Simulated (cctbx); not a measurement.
# What is wrong with this refinement?

Cell a = 6.2050 Å, b = 6.2070 Å, c = 8.7430 Å, α = 90.00°, β = 90.00°, γ = 90.00°; space group P2_12_12_1 (no. 19). The compound is AlH3S3.

Simulated single-crystal data (cctbx): Ga Kα, λ = 1.3414 Å, to d = 0.8 Å, 80 % of the full sphere, strongest reflection 5000 counts, noise from counting, a 6 % proportional error and a noise floor of 4 counts (s.d.); no absorption.

An anisotropic refinement with weights 1/σ² prints:

```text
Rint 0.050, 686 unique reflections to 0.80 A
cycle     R1     wR2    GooF  max shift (A)
   1  0.0645  0.1831   3.056   0.47151
  12  0.0302  0.0846   1.412   0.06292
final R1 0.0302 wR2 0.0843 GooF 1.407  parameters 48  data/parameter 14.3
atom        x        y        z      Ueq    occ   su(xyz)  su(Uiso or U11)
Al1    0.56807  0.18533  0.55469  -0.0059  1.000  0.00043  0.0009  NPD
S1     0.57716  0.18114  0.94246   0.0047  1.000  0.00028  0.0007
S2     0.13492  0.03547  0.75404   0.0064  1.000  0.00020  0.0005
Al2    0.75170  0.50260  0.50249   0.0050  1.000  0.00055  0.0005
H1     0.58271  0.22358  0.56443   0.0001  1.000  0.01577  0.0399
H2     0.28283  0.48978 -0.01391   0.0790  1.000  0.02121  0.0357
H3     0.03837  0.21318  0.71248   0.0021  1.000  0.00835  0.0136
difference map: max 0.64 min -0.41 rms 0.15
Q1    0.0895  0.3405  0.2865    4    0.65  1.36 A from H1
Q2    0.0276  0.2631  0.4876    4    0.57  0.55 A from Al1
Q3    0.0435  0.3644  0.4833    4    0.53  0.48 A from Al1
Q4    0.1065  0.3541  0.3944    4    0.52  0.56 A from Al1
Q5    0.1893  0.4345  0.0338    4    0.42  0.79 A from H2
Q6    0.1750  0.7867  0.0345    4    0.38  1.45 A from Al2
```

Q: Accept it or mend it, and why?

Mend it. The fault: wrong element: Al1 is S. Against the right model at the same level, R1 goes from 0.0230 to 0.0302 and GooF from 0.93 to 1.41, U of Al1 shrinks from 0.0042 to -0.0059 Å² and Al1 goes non-positive-definite. Al1 has 3 electrons too few and its U shrinks to make up, as expected. The fit had not settled when the cycles ran out.

The compound is AlH3S3. The right model at the same level gives:

```text
Rint 0.050, 686 unique reflections to 0.80 A
cycle     R1     wR2    GooF  max shift (A)
   1  0.0248  0.0617   1.030   0.03611
   8  0.0230  0.0559   0.933   0.00052
final R1 0.0230 wR2 0.0559 GooF 0.933  parameters 48  data/parameter 14.3
atom        x        y        z      Ueq    occ   su(xyz)  su(Uiso or U11)
S1     0.56819  0.18555  0.55478   0.0042  1.000  0.00018  0.0005
S2     0.57725  0.18126  0.94258   0.0044  1.000  0.00018  0.0005
S3     0.13492  0.03544  0.75425   0.0058  1.000  0.00013  0.0003
Al1    0.75219  0.50269  0.50252   0.0045  1.000  0.00035  0.0003
H1     0.58497  0.17393  0.70372   0.0110  1.000  0.00608  0.0111
H2     0.21895  0.45119  0.01674   0.0049  1.000  0.00652  0.0095
H3     0.03007  0.20998  0.76634   0.0175  1.000  0.00815  0.0103
Flack x: -0.02(11)
Hooft y: 0.021(157)  Bijvoet pairs: 261
difference map: max 0.36 min -0.36 rms 0.10
Q1    0.2214  0.8374  0.2881    4    0.37  1.23 A from S3
Q2    0.1138  0.6726  0.8058    4    0.35  1.12 A from H3
Q3    0.1523  0.8486  0.1608    4    0.34  1.53 A from H1
Q4    0.1220  0.3564  0.8163    4    0.32  1.16 A from H3
Q5    0.1483  0.5184  0.5741    4    0.31  0.98 A from H2
Q6    0.1284  0.6789  0.1665    4    0.30  1.64 A from H1
```

The model was made for the exercise: a known structure type with other elements put in, its volume estimated, not relaxed; displacement parameters are assumed.

[Middle refinement cycles are left out of these outputs.]

[Logs are printed without paths, hosts, clocks, repeated set-up lines and the standing remarks that a program may print on its own settings, such as how far it seeks lower states.]
